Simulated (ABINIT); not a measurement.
# A GW chain in ABINIT: BaWO4 (I4_1/a)

Wanted: ground state, empty states, screening and self-energy for BaWO4 (I4_1/a).

Main program and level: ABINIT 10.8.3; PBEsol and many-body steps on it, plane waves.

**What was measured.**

- Gap 5.26 eV: direct gap from absorption edge with Urbach fit; optical absorption; 300 K; bulk crystal (thin cleaved platelet of Czochralski crystal, 10-30 um thick) (“Optical absorption of divalent metal tungstates: Correlation between the band-gap energy and the cation ionic radius”, 2008, arxiv:0807.2115).

This is a report of a sequence of runs, with most program output left out.

## 1. The starting structure

Symmetry: I4_1/a, No. 88, tetragonal system. The conventional cell has a = 5.667 Å, b = 5.667 Å, c = 12.739 Å, α = 90.00°, β = 90.00°, γ = 90.00°. Nearest to Ba lie 8 O at 2.76 to 2.80 Å. Nearest to W lie 4 O at 1.79 Å. Nearest to O lie 1 W at 1.79 Å and 2 Ba at 2.76 to 2.80 Å. Farther neighbours and most contacts between anions are not listed.

The cell and positions are those that the Materials Project relaxed with its own functionals (PBE, PBE+U or r2SCAN), kept fixed. Spin-orbit coupling is left out unless a step names it.

## 2. Ground state

This step: ABINIT 10.8.3; DFT, PBEsol, plane waves, norm-conserving pseudopotentials.

The ground-state density comes first.

Contents of run.abi:

```
acell 3*1.0 Angstrom
rprim 
  -2.833365905000 2.833365905000 6.369266870000
  2.833365905000 -2.833365905000 6.369266870000
  2.833365905000 2.833365905000 -6.369266870000
ntypat 3
znucl 56 74 8
natom 12
typat 1 1 2 2 3 3 3 3 3 3 3 3
xred 
  0.250000000000 0.750000000000 0.500000000000
  0.500000000000 0.500000000000 -0.000000000000
  0.750000000000 0.250000000000 0.500000000000
  -0.000000000000 0.000000000000 -0.000000000000
  0.152144770000 0.046891860000 0.356239950000
  0.690651910000 0.795904820000 0.643760050000
  0.059348090000 0.454095180000 0.856239950000
  0.545904820000 0.402144770000 0.605252910000
  0.204095180000 0.847855230000 0.894747090000
  0.953108140000 0.309348090000 0.105252910000
  0.796891860000 0.940651910000 0.394747090000
  0.597855230000 0.203108140000 0.143760050000
pp_dirpath "pseudos"
pseudos "Ba.upf, W.upf, O.upf"
ecut 36
ngkpt 4 4 4
nshiftk 1
shiftk 0 0 0
kptopt 1
chksymbreak 0
nband 58
occopt 1
tolvrs 1e-08
nstep 60
prtwf 0
optforces 0
optstress 0
indata_prefix "in"
outdata_prefix "out"
tmpdata_prefix "tmp"
```

Run with:

```console
OMP_NUM_THREADS=1 mpirun -n 4 abinit run.abi > log
```

The job ended after 4.1 min (4 MPI ranks of Arm Neoverse V2, shared host; peak memory 0.96 GiB; 17 min of CPU time).

Numbers from this step:

- total energy: -9258.9110 eV
- gap: 4.678 eV
- k of the valence top: 0, 0, 0
- k of the conduction bottom: 0.5, 0.5, 0.5
- least direct gap: 4.707 eV

The gap is indirect, with the least direct gap 0.03 eV higher.

## 3. Empty states on the mesh, 2×2×2 mesh, 349 bands

The sums over transitions need many empty states on a uniform mesh; this step solves for them.

Changes to run.abi since step 2:

```diff
@@ -25,3 +25,3 @@
 ecut 36
-ngkpt 4 4 4
+ngkpt 2 2 2
 nshiftk 1
@@ -30,9 +30,10 @@
 chksymbreak 0
-nband 58
-occopt 1
-tolvrs 1e-08
+iscf -2
+irdden 1
+istwfk *1
+nband 349
+nbdbuf 30
+tolwfr 1e-09
 nstep 60
-prtwf 0
-optforces 0
-optstress 0
+prtvol 0
 indata_prefix "in"
```

It took 5.5 min on 4 MPI ranks; peak memory 0.92 GiB.

Numbers from this step:

- gap: 4.678 eV
- k of the valence top: 0, 0, 0
- k of the conduction bottom: 0.5, 0.5, 0.5
- least direct gap: 4.707 eV
- k points computed: 4
- lowest point of the top converged band, above the valence top: 63.8749 eV

On this mesh the gap is 4.678 eV.

## 4. Screening, 2×2×2 mesh, 158 bands, screening to 98 eV

The RPA dielectric matrix is built and inverted for each q.

This step: RPA screening on PBEsol, plane waves, norm-conserving pseudopotentials.

Changes to run.abi since step 3:

```diff
@@ -30,10 +30,11 @@
 chksymbreak 0
-iscf -2
-irdden 1
 istwfk *1
-nband 349
-nbdbuf 30
-tolwfr 1e-09
-nstep 60
-prtvol 0
+occopt 1
+irdwfk 1
+optdriver 3
+nband 158
+ecuteps 3.6
+inclvkb 2
+awtr 1
+symchi 1
 indata_prefix "in"
@@ -41 +42,2 @@
 tmpdata_prefix "tmp"
+gwmem 10
```

Wall time 35 min (4 MPI ranks); peak memory 2.9 GiB; 2.3 h of CPU time.

Numbers from this step:

```yaml
eps_infinity_with_local_fields_on_this_mesh_along_the_program_s_q_direction: 3.279
the_same_without_local_fields: 4.156
plasma_frequency: 25.44 eV
plane_waves_in_the_screening_matrix: 447
```

Local fields lower ε∞ by 21 %. On a Γ-centred mesh this coarse the value itself is usually too large, while a short band sum pulls it down.

## 5. Self-energy, 2×2×2 mesh, 158 bands, screening to 98 eV

The self-energy is evaluated for the states that the input lists, and the levels follow from it, in one-shot runs by the linearised quasiparticle equation.

This step: G0W0 on PBEsol, plane waves, norm-conserving pseudopotentials.

Changes to run.abi since step 4:

```diff
@@ -33,8 +33,17 @@
 irdwfk 1
-optdriver 3
+optdriver 4
 nband 158
+gwcalctyp 0
+ecutsigx 36
+symsigma 1
+nkptgw 2
+kptgw 
+  0.0000000000 0.0000000000 0.0000000000
+  0.5000000000 0.5000000000 0.5000000000
+bdgw 
+  47 50
+  47 50
 ecuteps 3.6
-inclvkb 2
-awtr 1
-symchi 1
+irdscr 1
+ppmodel 1
 indata_prefix "in"
@@ -42,2 +51,2 @@
 tmpdata_prefix "tmp"
-gwmem 10
+gwmem 00
```

Wall time 2.4 min (4 MPI ranks); peak memory 4.7 GiB; 9.8 min of CPU time.

This step gave:

- G0W0 gap on the points computed: 7.135 eV
- starting gap on the mesh: 4.678 eV
- k of the valence top: 0, 0, 0
- k of the conduction bottom: 0.5, 0.5, 0.5
- Z at the valence top: 0.786
- Z at the conduction bottom: 0.839
- least direct G0W0 gap on the computed points: 7.259 eV

The gap on the mesh goes from 4.68 eV to 7.13 eV, a correction of +2.46 eV.

Limits: finite bands, cutoff and mesh; no spin-orbit coupling; coarse k mesh. v1 is the top filled band, c1 the lowest empty one. Levels before and after the correction, in eV, zero at the valence-band top of each column:

|  | conduction bottom | valence top |
| --- | --- | --- |
| Kohn-Sham | 4.68 | 0.00 |
| G0W0 | 7.13 | 0.00 |

|  | level | energy (eV) |
| --- | --- | --- |
| Kohn-Sham | Γ v2-v1 | 0.000 |
| Kohn-Sham | Γ c1 | 4.707 |
| Kohn-Sham | Γ c2 | 4.937 |
| Kohn-Sham | (0.5 0.5 0.5) v2-v1 | -0.103 |
| Kohn-Sham | (0.5 0.5 0.5) c1-c2 | 4.678 |
| G0W0 | Γ v2-v1 | 0.000 |
| G0W0 | Γ c1 | 7.282 |
| G0W0 | Γ c2 | 7.545 |
| G0W0 | (0.5 0.5 0.5) v2-v1 | -0.124 |
| G0W0 | (0.5 0.5 0.5) c1-c2 | 7.135 |

## 6. Where the time went

Times are wall times on 4 MPI ranks of Arm Neoverse V2, shared host, good to a factor of about two.

| step | time | share | memory (GiB) |
| --- | --- | --- | --- |
| ground state | 4.1 min | 9 % | 0.96 |
| empty states on the mesh | 5.5 min | 12 % | 0.92 |
| screening | 35 min | 74 % | 2.9 |
| self-energy | 2.4 min | 5 % | 4.7 |

## 7. Results

| Item | Value |
| --- | --- |
| PBEsol gap | 4.68 eV, indirect (only 29 meV under the direct gap) |
| G0W0 gap on the mesh | 7.13 eV |
| GW settings | 2×2×2 mesh, 158 bands, screening to 98 eV, Godby-Needs plasmon pole |
| known limits | not at the basis limit; no spin-orbit coupling; coarse k mesh |

In words: G0W0 moves the gap on the mesh from 4.68 eV to 7.13 eV (+2.46 eV), with Z of 0.79 and 0.84 at the edges. Local fields lower the RPA ε∞ on this mesh from 4.16 to 3.28; a Γ-centred mesh this coarse tends to raise both, most where the direct gap is narrow, while a short band sum lowers them. Only 2 of the mesh's irreducible points were corrected, so a valley elsewhere could overtake. The dearest step here is «screening». Against experiment, by G0W0@PBEsol: the direct gap of 7.26 eV lies +2.00 eV from the measured 5.26 eV (direct, 300 K, 2008). An exciton line or allowed optical edge lies below the quasiparticle gap by the binding energy; a forbidden edge can push the onset above it. The calculation has static nuclei and no excitons; a measured gap holds zero-point and thermal motion, which mostly lowers it. A miss this large is more than these effects usually give: tightly bound excitons can cover part of it, absorption edges can read low, one-shot GW can overshoot, and the runs shown don't tell these apart. Bands and cutoff are finite, so the gap is not at the basis limit. The miss can reach some tenths of an eV and take either sign; the mesh is an error of its own. In the G0W0 run levels were corrected at 2 k points alone, so a gap called «on the mesh» is the least over those, and an edge elsewhere would be missed. The 2×2×2 mesh is coarse for this cell, which bears on the long-range parts of exchange and screening. The many-body steps are scalar-relativistic: spin-orbit coupling is not in them.

[Paths, hosts, dates, memory and timing lines, banners, echoed tables and standing remarks are left out of the program output.]

[Logs are printed without paths, hosts, clocks, repeated set-up lines and the standing remarks that a program may print on its own settings, such as how far it seeks lower states.]

[Runs of the session that timed out or met a known fault of the program may be left out.]

[Hosts, paths, dates, database ids (printed as entryN), source tags and the programs' standing remarks are cut or masked in the printed files.]

[G0W0 gaps are taken among the corrected bands and points alone; a level outside them can change the order at an edge.]

[Where Ansatz stands beside ABINIT at settings called matched, ABINIT's density can come from a denser mesh and the files from another edition; pairs whose starting gaps differed by over 0.03 eV were left out, so agreement reads better than it is.]
